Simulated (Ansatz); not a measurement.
# Be2Sn (model cell, started as antifluorite): following an unstable mode, part 2 of 3

Wanted: the energy along a soft mode of Be2Sn (model cell, started as antifluorite) and the structure at the end.

Ansatz 0.2.0; DFT PBEsol, scalar-relativistic, plane waves, PAW.

So far, highest frequency on the path or at a solved wavevector (cm⁻¹): step 2 (phonons on a q mesh) 458. Also lowest frequency on the path (cm⁻¹): step 2 -116.

The structure was built from a prototype and need not be the compound's stable phase.

### Step 4. The mode frozen in, largest atomic shift 0.32 Å

The atoms are moved along the unstable eigenvector, the largest shift by 0.32 Å, with the cell fixed.

The input, input.yaml:

```yaml
crystal:
  lattice:
    - [0.0, -2.8806534513, -2.8806534513]
    - [0.0, 2.8806534513, -2.8806534513]
    - [5.7613069026, 0.0, 0.0]
  atoms:
    - { symbol: Sn, position: [0.5276766626, 0.4541037877, 0.5] }
    - { symbol: Sn, position: [-0.0276766626, 0.0458962123, 0.0] }
    - { symbol: Be, position: [0.0405630585, 0.5672657238, 0.75] }
    - { symbol: Be, position: [0.4594369415, -0.0672657238, 0.25] }
    - { symbol: Be, position: [0.0405630585, 0.5672657238, 0.25] }
    - { symbol: Be, position: [0.4594369415, -0.0672657238, 0.75] }
kpoints:
  mp_grid: { grid: [8, 8, 6] }
hamiltonian:
  xc: pbesol
scf:
  occupations: { method: methfessel_paxton, width: 0.15 }
output:
  forces: true
  stress: true
  eigenvalues: true
  write_density: true
  write_potential: true
  elf: true
  volumetric_format: npy
```

Command:

```console
$ ansatz run input.yaml --threads 4 --pin off --max-ram 7168MiB --backend cpu --events-out ev --progress --plain --runs-dir out
```

Numbers of over 12 decimals in the logs are rounded to 6 here.

The program printed:

```text
[...]
Crystal: 6 atoms, lattice volume = 95.617 Å³
Basis set: ecut = 420 eV, 1875 PW (Γ), exchange–correlation on 60×60×80 points (8 copies of the dense FFT grid, shifted against one another)
Bands: 24, of which v1, the nominal top of the filled ones, is band 18 counted from 1 (17 counted from 0)
Symmetry: 4 space group operations
[...]
k-points: 136 of 384
[...]
k-point 0: bands = [... 14 lower, 5.7298, 7.9526, 8.7973, 9.3070, 9.6645, 10.0169, 10.0497, 10.1294, ... 2 higher]
  k-point 1: bands = [... 14 lower, 5.8572, 7.9209, 8.3081, 9.0277, 9.0368, 9.2288, 9.7852, 11.0840, ... 2 higher]
  k-point 2: bands = [... 14 lower, 6.2334, 7.2484, 7.5663, 7.7254, 8.7481, 9.3406, 9.4909, 11.4710, ... 2 higher]
  k-point 135: bands = [... 14 lower, 3.7757, 3.7757, 4.4863, 4.4863, 11.2556, 11.2556, 11.8087, 11.8087, ... 2 higher]
[key lines of the parts left out:]
SCF converged after 8 iterations
Free energy (F): -12258.032359 eV
Fermi energy:    8.769681 eV
P = ⅓ Tr σ = -0.2464 GPa (-2.464 kbar)
```

It took 7.2 s on 4 threads of Arm Neoverse V2, shared host; peak memory 0.54 GiB.

This step gave:

```yaml
pressure: -0.2464 GPa
energy_from_the_undistorted_cell: -27.32 meV/atom
```

The energy, extrapolated to zero smearing, is -27.32 meV/atom against the undistorted cell.

The run ends at a pressure of -0.25 GPa, with forces up to 0.89 eV/Å.

### Step 5. Energy along the mode, all amplitudes (two of the runs are shown above)

An imaginary frequency means negative curvature, so the energy should fall and then rise again as anharmonic terms take over.

This step gave:

- depth at the lowest point sampled: 27.32 meV/atom
- largest atomic shift at that point: 0.32 Å

Table of energy from the parent by largest atomic shift:

| largest atomic shift (Å) | energy from the parent (meV/atom) |
| --- | --- |
| 0.000 | 0 |
| 0.040 | -0.951 |
| 0.080 | -3.70 |
| 0.140 | -10.5 |
| 0.220 | -21.5 |
| 0.320 | -27.3 |
| 0.450 | 13.8 |

Displacement at unit largest shift by atom:

| atom | x (Å) | y (Å) | z (Å) | size |
| --- | --- | --- | --- | --- |
| Sn1 | 0.00 | -0.66 | 0.16 | 0.68 |
| Sn2 | 0.00 | 0.66 | -0.16 | 0.68 |
| Be3 | 0.00 | 0.24 | -0.97 | 1.00 |
| Be4 | 0.00 | -0.24 | 0.97 | 1.00 |
| Be5 | 0.00 | 0.24 | -0.97 | 1.00 |
| Be6 | 0.00 | -0.24 | 0.97 | 1.00 |

The lowest of the steps tried is at 0.32 Å, 27.3 meV/atom below the parent; the bottom of the well need not coincide with a step.

### Step 6. Relaxation from the frozen mode

Starting from the lowest point found, all atoms and the cell are let go, so that strain and other modes of the same symmetry can join in.

input.yaml: that of step 4 with these lines changed.

```diff
@@ -26 +26,6 @@
   volumetric_format: npy
+relax:
+  adjacent_minimum: "off"
+  f_tol: 0.002
+  max_steps: 120
+  cell: { stress_tol: 0.03 }
```

The program printed:

```text
[...]
Crystal: 6 atoms, lattice volume = 95.617 Å³
Basis set: ecut = 420 eV, 1875 PW (Γ), exchange–correlation on 60×60×80 points (8 copies of the dense FFT grid, shifted against one another)
Bands: 24, of which v1, the nominal top of the filled ones, is band 18 counted from 1 (17 counted from 0)
Symmetry: 4 space group operations
[...]
k-points: 136 of 384
[...]
SCF iter   1: F=—  HF=-12258.040834 eV  |F-HF|=—  |Δ(HF+E_count)|=         —  Δρ=3.96e-3  dr2=2.11e-2  ethr=1.77e-3  ⟨swp⟩=9.1  Hψ=19832  notcnv=0
[...]
SCF iter   8: F=-12258.032359 eV  HF=-12258.032359 eV  |F-HF|=3.26e-8  |Δ(HF+E_count)|=   5.09e-7  S|Δr|=    0.00e0  Δρ=6.77e-6  dr2=3.20e-8  ethr=2.78e-10  ⟨swp⟩=11.1  Hψ=24510  notcnv=0
SCF 1 converged in 8 iterations: F = -12258.032359 eV  dr2 = 3.20e-8
[...]
relax step   1: F+E_penalty+E_count = -12258.03235927 eV  Δ(F+E_penalty+E_count) = +0.000e0 eV  max|allowed force component| = 8.649e-1 eV/Å  Δτ_max = 0.0000 Å  P = -0.246 GPa  Ω = 95.617 Å³  (8 SCF iters, dr2 threshold 1.00e-7 eV, accepted)
Crystal: 6 atoms, lattice volume = 91.845 Å³
Basis set: ecut = 420 eV, 1803 PW (Γ), exchange–correlation on 60×60×80 points (8 copies of the dense FFT grid, shifted against one another)
[...]
SCF iter   6: F=-12258.211675 eV  HF=-12258.211675 eV  |F-HF|=2.12e-8  |Δ(HF+E_count)|=   8.53e-8  S|Δr|=    0.00e0  Δρ=7.53e-6  dr2=8.05e-8  ethr=1.67e-9  ⟨swp⟩=11.2  Hψ=26029  notcnv=0
SCF 2 converged in 6 iterations: F = -12258.211675 eV  dr2 = 8.05e-8
relax step   2: F+E_penalty+E_count = -12258.21167503 eV  Δ(F+E_penalty+E_count) = -1.793e-1 eV  max|allowed force component| = 3.420e-1 eV/Å  Δτ_max = 0.1530 Å  P = +1.021 GPa  Ω = 91.845 Å³  energy of the carried Pulay correction = +6.938e-4 eV  (6 SCF iters, dr2 threshold 6.00e-7 eV, accepted)
Crystal: 6 atoms, lattice volume = 91.452 Å³
Basis set: ecut = 420 eV, 1771 PW (Γ), exchange–correlation on 60×60×80 points (8 copies of the dense FFT grid, shifted against one another)
[...]
SCF iter   6: F=-12258.326016 eV  HF=-12258.326016 eV  |F-HF|=8.22e-10  |Δ(HF+E_count)|=   2.01e-8  S|Δr|=    0.00e0  Δρ=7.85e-6  dr2=8.36e-8  ethr=1.67e-9  ⟨swp⟩=11.1  Hψ=24823  notcnv=0
SCF 3 converged in 6 iterations: F = -12258.326016 eV  dr2 = 8.36e-8
relax step   3: F+E_penalty+E_count = -12258.32601602 eV  Δ(F+E_penalty+E_count) = -1.143e-1 eV  max|allowed force component| = 2.890e-1 eV/Å  Δτ_max = 0.0584 Å  P = +0.267 GPa  Ω = 91.452 Å³  energy of the carried Pulay correction = +7.676e-4 eV  (6 SCF iters, dr2 threshold 6.00e-7 eV, accepted)
[...]
relax step   4: F+E_penalty+E_count = -12258.41283695 eV  Δ(F+E_penalty+E_count) = -8.682e-2 eV  max|allowed force component| = 1.219e-1 eV/Å  Δτ_max = 0.1667 Å  P = +0.114 GPa  Ω = 89.315 Å³  energy of the carried Pulay correction = +1.175e-3 eV  (6 SCF iters, dr2 threshold 6.00e-7 eV, accepted)
[...]
relax step   5: F+E_penalty+E_count = -12258.43944197 eV  Δ(F+E_penalty+E_count) = -2.661e-2 eV  max|allowed force component| = 1.815e-1 eV/Å  Δτ_max = 0.0531 Å  P = -0.630 GPa  Ω = 91.459 Å³  energy of the carried Pulay correction = +7.663e-4 eV  (6 SCF iters, dr2 threshold 6.00e-7 eV, accepted)
[...]
relax step   6: F+E_penalty+E_count = -12258.45444527 eV  Δ(F+E_penalty+E_count) = -1.500e-2 eV  max|allowed force component| = 9.727e-3 eV/Å  Δτ_max = 0.0209 Å  P = -0.214 GPa  Ω = 90.438 Å³  energy of the carried Pulay correction = +9.598e-4 eV  (5 SCF iters, dr2 threshold 6.00e-7 eV, accepted)
[...]
relax step   7: F+E_penalty+E_count = -12258.45494379 eV  Δ(F+E_penalty+E_count) = -4.985e-4 eV  max|allowed force component| = 2.506e-3 eV/Å  Δτ_max = 0.0058 Å  P = -0.025 GPa  Ω = 90.209 Å³  energy of the carried Pulay correction = +1.003e-3 eV  (4 SCF iters, dr2 threshold 4.42e-7 eV, accepted)
[...]
relax step   8: F+E_penalty+E_count = -12258.45502885 eV  Δ(F+E_penalty+E_count) = -8.506e-5 eV  max|allowed force component| = 4.633e-4 eV/Å  Δτ_max = 0.0019 Å  P = -0.010 GPa  Ω = 90.186 Å³  energy of the carried Pulay correction = +1.008e-3 eV  (3 SCF iters, dr2 threshold 5.84e-8 eV, accepted)
Basis set: ecut = 420 eV, 1767 PW (Γ), exchange–correlation on 54×60×72 points (8 copies of the dense FFT grid, shifted against one another)
[...]
SCF iter   6: F=-12258.455191 eV  HF=-12258.455191 eV  |F-HF|=1.82e-12  |Δ(HF+E_count)|=  1.82e-12  S|Δr|=    0.00e0  Δρ=7.55e-8  dr2=5.96e-12  ethr=1.00e-12  ⟨swp⟩=6.1  Hψ=13091  notcnv=0
SCF 9 converged in 6 iterations: F = -12258.455191 eV  dr2 = 5.96e-12
relax step   9: F+E_penalty+E_count = -12258.45519103 eV  Δ(F+E_penalty+E_count) = -1.622e-4 eV  max|allowed force component| = 4.890e-4 eV/Å  Δτ_max = 0.0000 Å  P = -0.011 GPa  Ω = 90.186 Å³  stress off target by 2.54e-2 GPa  SCF on the basis re-selected at this cell (its energy is not comparable with the rows above)  (6 SCF iters)
basis re-selected at this cell: Δ(F+E_penalty+E_count) = -1.622e-4 eV, ΔP = -0.001 GPa vs the last step (what re-selecting the basis moved, of the pressure what is left beyond the Pulay correction that the steps carried, after the strain that the cell walked since its last selection, with what the two solves' SCF thresholds leave and, on support functions, any second-order correction that the steps lacked; it is no measure of the basis error at this ecutwfc). The dense FFT grid was sized anew with the basis: this SCF ran on 27×30×36 points, the steps before it on 30×30×40, so part of this shift can come from that change (see relax.cell in the input reference). [rest of the remark cut]
SCF converged after 6 iterations
[...]
Free energy (F): -12258.455191 eV
[...]
Internal energy: -12258.455896 eV  (E = F + TS)
E sigma→0 (E₀):  -12258.455367 eV
Entropy (-TS):   0.000705 eV (0.117 meV/atom)
Fermi energy:    9.509045 eV
[...]
--- Forces (eV/Å), atoms counted from 1 ---
  atom   1  Sn     0.00000000     0.00044040    -0.00021874
  atom   2  Sn     0.00000000    -0.00044040     0.00021874
  atom   3  Be     0.00040845     0.00036031    -0.00048905
  atom   4  Be     0.00040845    -0.00036031     0.00048905
  atom   5  Be    -0.00040845     0.00036031    -0.00048905
  atom   6  Be    -0.00040845    -0.00036031     0.00048905
  max |Σ_I F_I| component: 5.42e-20 eV/Å
--- Stress (GPa, compression-positive) ---
       -0.025441       0.000000       0.000000
        0.000000      -0.002265      -0.020103
        0.000000      -0.020103      -0.005536
  P = ⅓ Tr σ = -0.0111 GPa (-0.111 kbar)
--- Band table (eV; the first three rows and the last of 136) ---
  k-point 0: bands = [... 14 lower, 5.9528, 6.6308, 9.3400, 10.3087, 10.6469, 10.7718, 10.8372, 11.3160, ... 2 higher]
  k-point 1: bands = [... 14 lower, 6.1151, 6.9241, 9.0712, 9.3747, 9.6873, 10.0639, 10.8655, 12.4619, ... 2 higher]
  k-point 2: bands = [... 14 lower, 6.5963, 7.6061, 8.2554, 8.4063, 8.4308, 10.2762, 10.3312, 12.9434, ... 2 higher]
  k-point 135: bands = [... 14 lower, 4.0786, 4.0786, 5.0534, 5.0534, 13.5056, 13.5056, 13.5767, 13.5767, ... 2 higher]
--- Relaxed structure (8 steps of the walk, 8 accepted, 1 SCFs on fresh bases) ---
  F+E_penalty+E_count = -12258.45519103 eV   max|allowed force component| = 4.890e-4 eV/Å   (the final SCF, on the basis selected at the relaxed cell)
  cell:  # Å, volume = 90.1860 Å³
    - [0.0, -2.818698, -2.818772]
    - [0.0, 3.106344, -3.106418]
    - [5.149914, 0.0, 0.0]
  atoms:
    - { symbol: Sn, position: [0.500008, 0.397843, 0.5] }
    - { symbol: Sn, position: [-7.803621513251258e-6, 0.102157, 0] }
    - { symbol: Be, position: [-4.1133321132535983e-7, 0.611041834333, 0.747487] }
    - { symbol: Be, position: [0.500000, -0.111042, 0.247487] }
    - { symbol: Be, position: [-4.1133321132535983e-7, 0.611041834333, 0.252513] }
    - { symbol: Be, position: [0.500000, -0.111042, 0.752513] }
```

The job ended after 52 s (4 threads; peak memory 0.58 GiB; 3.3 min of CPU time).

Relaxation path:

| step | energy less that of the first step (eV) | largest force component (eV/Å) | pressure (GPa) | volume (Å³) |
| --- | --- | --- | --- | --- |
| 1 | 0.0000 | 0.8649 | -0.25 | 95.62 |
| 2 | -0.1793 | 0.3420 | 1.02 | 91.84 |
| 3 | -0.2937 | 0.2890 | 0.27 | 91.45 |
| 4 | -0.3805 | 0.1219 | 0.11 | 89.31 |
| 5 | -0.4071 | 0.1815 | -0.63 | 91.46 |
| 6 | -0.4221 | 0.0097 | -0.21 | 90.44 |
| 7 | -0.4226 | 0.0025 | -0.03 | 90.21 |
| 8 | -0.4227 | 0.0005 | -0.01 | 90.19 |
| 9* | -0.4228 | 0.0005 | -0.01 | 90.19 |

Relaxation steps marked * repeat the geometry before them on a plane-wave basis chosen anew for their cell, so energy and pressure can jump there.

Forces are held to the 4 operations that the run works with; a distortion that breaks them can't arise in this run.

| cell as run | before | after | change |
| --- | --- | --- | --- |
| a (Å) | 4.074 | 3.986 | -2.1 % |
| b (Å) | 4.074 | 4.393 | +7.8 % |
| c (Å) | 5.761 | 5.150 | -10.6 % |
| volume (Å³/atom) | 15.94 | 15.03 | -5.7 % |

The atoms that moved most (Å, as changes of fractional coordinates times the final cell):

| atom | dx | dy | dz | length |
| --- | --- | --- | --- | --- |
| Sn1 | 0.000 | -0.097 | 0.253 | 0.271 |
| Sn2 | 0.000 | 0.097 | -0.253 | 0.271 |
| Be5 | 0.013 | 0.250 | -0.022 | 0.252 |
| Be6 | 0.013 | -0.250 | 0.022 | 0.252 |
| Be3 | -0.013 | 0.250 | -0.022 | 0.252 |
| Be4 | -0.013 | -0.250 | 0.022 | 0.252 |

The relaxed structure:

```cif
data_structure
_symmetry_space_group_name_H-M 'P 1'
_symmetry_Int_Tables_number 1
_cell_length_a 3.9863
_cell_length_b 4.3931
_cell_length_c 5.1499
_cell_angle_alpha 90.000
_cell_angle_beta 90.000
_cell_angle_gamma 89.999
_cell_volume 90.19
loop_
_atom_site_label
_atom_site_type_symbol
_atom_site_fract_x
_atom_site_fract_y
_atom_site_fract_z
_atom_site_occupancy
Sn1 Sn 0.50001 0.39784 0.50000 1
Sn2 Sn 0.99999 0.10216 0.00000 1
Be3 Be 0.00000 0.61104 0.74749 1
Be4 Be 0.50000 0.88896 0.24749 1
Be5 Be 0.00000 0.61104 0.25251 1
Be6 Be 0.50000 0.88896 0.75251 1
```

This step gave:

| Property | Result |
| --- | --- |
| pressure | -0.01108 GPa |
| volume per atom | 15.03 Å³ |

Electrostatic potential energy in the bc plane at fractional x = 0.500, with atoms of Sn and Be within 0.2 Å of it. With pseudopotentials it is smooth inside the atoms' cores, unlike the true potential.

Ten even steps from '0' (-34 eV) to '9' (22 eV), each cell a mean:
```
77888888887777
67788888877655
46788888876311
36777777775100
46776556775200
67654554576544
77647996467767
77558998467777
77648997467777
67655664567655
56765445676311
36777677775100
46777778775200
67788888876534
77888888887766
78888888887777
```
Columns run along b (4.4 Å; values clipped at the 3rd and 97th percentile), rows up along c (5.1 Å). Atoms in or near the plane, at fractional coordinates: Sn at (0.40, 0.50), Be at (0.89, 0.25), Be at (0.89, 0.75).

ELF in the bc plane at fractional x = 0.500, with atoms of Sn and Be within 0.2 Å of it. It is the smooth field of the valence electrons, not physical close to the nuclei.

Ten even steps from '_' (0.00) to '@' (0.73), each cell a mean:
```
##**--..________..::--==**##
**++--::..__..::--==------==
--====--::::--==****==..____
::++++++======**%%%%**______
--####++======++##@@##::____
%%@@##++----::--==####++::--
@@@@**==..____::--++****++##
@@@@++--______..--==++++**%%
@@@@**--..____..--==++++**##
%%@@##==--....--==**##++==++
++%%##++====--==**%%%%--__..
::++**++======**%%@@**..____
::====------==++####==______
++++--::......--======::::--
##**--..______....::--==++##
##**--..________....--==##%%
```
Columns run along b (4.4 Å), rows up along c (5.1 Å). Atoms in or near the plane, at fractional coordinates: Sn at (0.40, 0.50), Be at (0.89, 0.25), Be at (0.89, 0.75).

Valence density in the bc plane at fractional x = 0.500, with atoms of Sn and Be within 0.2 Å of it. It is the smooth field of the valence electrons, not physical close to the nuclei.

Values in e/Å³, 16 rows by 14 columns, each cell a mean:
```
 0  0  0  0  0  0  0  0  0  0  0  0  0  0
 0  0  0  0  0  0  0  0  0  0  0  0  0  0
 0  0  0  0  0  0  0  0  0  0  0  0  0  0
 0  0  0  0  0  0  0  0  0  0  0  0  0  0
 0  0  0  0  0  0  0  0  0  0  0  0  0  0
 0  0  0  1  1  2  2  1  0  0  0  0  0  0
 0  0  0  1  4  8  7  3  1  0  0  0  0  0
 0  0  1  2  7 14 13  5  1  0  0  0  0  0
 0  0  0  1  5 10 10  4  1  0  0  0  0  0
 0  0  0  1  2  4  4  2  1  0  0  0  0  0
 0  0  0  0  1  1  1  1  0  0  0  0  0  0
 0  0  0  0  0  0  0  0  0  0  0  0  0  0
 0  0  0  0  0  0  0  0  0  0  0  0  0  0
 0  0  0  0  0  0  0  0  0  0  0  0  0  0
 0  0  0  0  0  0  0  0  0  0  0  0  0  0
 0  0  0  0  0  0  0  0  0  0  0  0  0  0
```
Columns run along b (4.4 Å), rows up along c (5.1 Å). Atoms in or near the plane, at fractional coordinates: Sn at (0.40, 0.50), Be at (0.89, 0.25), Be at (0.89, 0.75).

The distorted start has space group P2_1/m; the relaxation ends in Pmmn.

### Step 7. The new phase in its own primitive cell

The relaxed structure is symmetrised, reduced to its primitive cell and relaxed tightly, as its phonons need.

The input, input.yaml:

```yaml
crystal:
  lattice:
    - [3.9862930564, 0.0, 0.0]
    - [0.0, 5.1499140484, 0.0]
    - [0.0, 0.0, 4.3930862021]
  atoms:
    - { symbol: Sn, position: [0.5, 0.5, 0.3521566812] }
    - { symbol: Sn, position: [0.0, 0.0, 0.6478433188] }
    - { symbol: Be, position: [0.0, 0.7474872268, 0.1389581657] }
    - { symbol: Be, position: [0.5, 0.2474872268, 0.8610418343] }
    - { symbol: Be, position: [0.0, 0.2525127732, 0.1389581657] }
    - { symbol: Be, position: [0.5, 0.7525127732, 0.8610418343] }
kpoints:
  mp_grid: { grid: [8, 6, 8] }
hamiltonian:
  xc: pbesol
scf:
  occupations: { method: methfessel_paxton, width: 0.15 }
output:
  forces: true
  stress: true
  eigenvalues: true
relax:
  adjacent_minimum: "off"
  f_tol: 0.001
  max_steps: 60
  cell: { stress_tol: 0.01 }
```

The program printed:

```text
[...]
Crystal: 6 atoms, lattice volume = 90.186 Å³
Basis set: ecut = 420 eV, 1767 PW (Γ), exchange–correlation on 54×72×60 points (8 copies of the dense FFT grid, shifted against one another)
Bands: 24, of which v1, the nominal top of the filled ones, is band 18 counted from 1 (17 counted from 0)
Symmetry: 8 space group operations
[...]
k-points: 100 of 384
[...]
cell:  # Å, volume = 90.1615 Å³
    - [3.985496, 0.0, 0.0]
    - [0.0, 5.148084, 0.0]
    - [0.0, 0.0, 4.394335924124]
  atoms:
    - { symbol: Sn, position: [0.500000, 0.500000, 0.352172] }
    - { symbol: Sn, position: [0, 0.0, 0.647828] }
    - { symbol: Be, position: [0, 0.747543, 0.138925] }
    - { symbol: Be, position: [0.500000, 0.247543, 0.861075] }
    - { symbol: Be, position: [0, 0.252457, 0.138925] }
    - { symbol: Be, position: [0.500000, 0.752457, 0.861075] }
[key lines of the parts left out:]
SCF converged after 7 iterations
Free energy (F): -12258.455195 eV
Fermi energy:    9.513403 eV
P = ⅓ Tr σ = 0.0014 GPa (0.014 kbar)
```

The job ended after 12 s (4 threads; peak memory 0.5 GiB).

Little changed from the start: no atom moved by 0.005 Å and no cell edge by 0.1 %.

This step gave:

- pressure: 0.001420 GPa

The largest force component left is 1.00 meV/Å and the pressure is 0.001 GPa, within the tolerances set. The cell now holds 15.03 Å³/atom.

[end of part 2 of 3]

[Logs are printed without paths, hosts, clocks, repeated set-up lines and the standing remarks that a program may print on its own settings, such as how far it seeks lower states.]

[Hosts, paths, dates, database ids (printed as entryN), source tags and the programs' standing remarks are cut or masked in the printed files.]
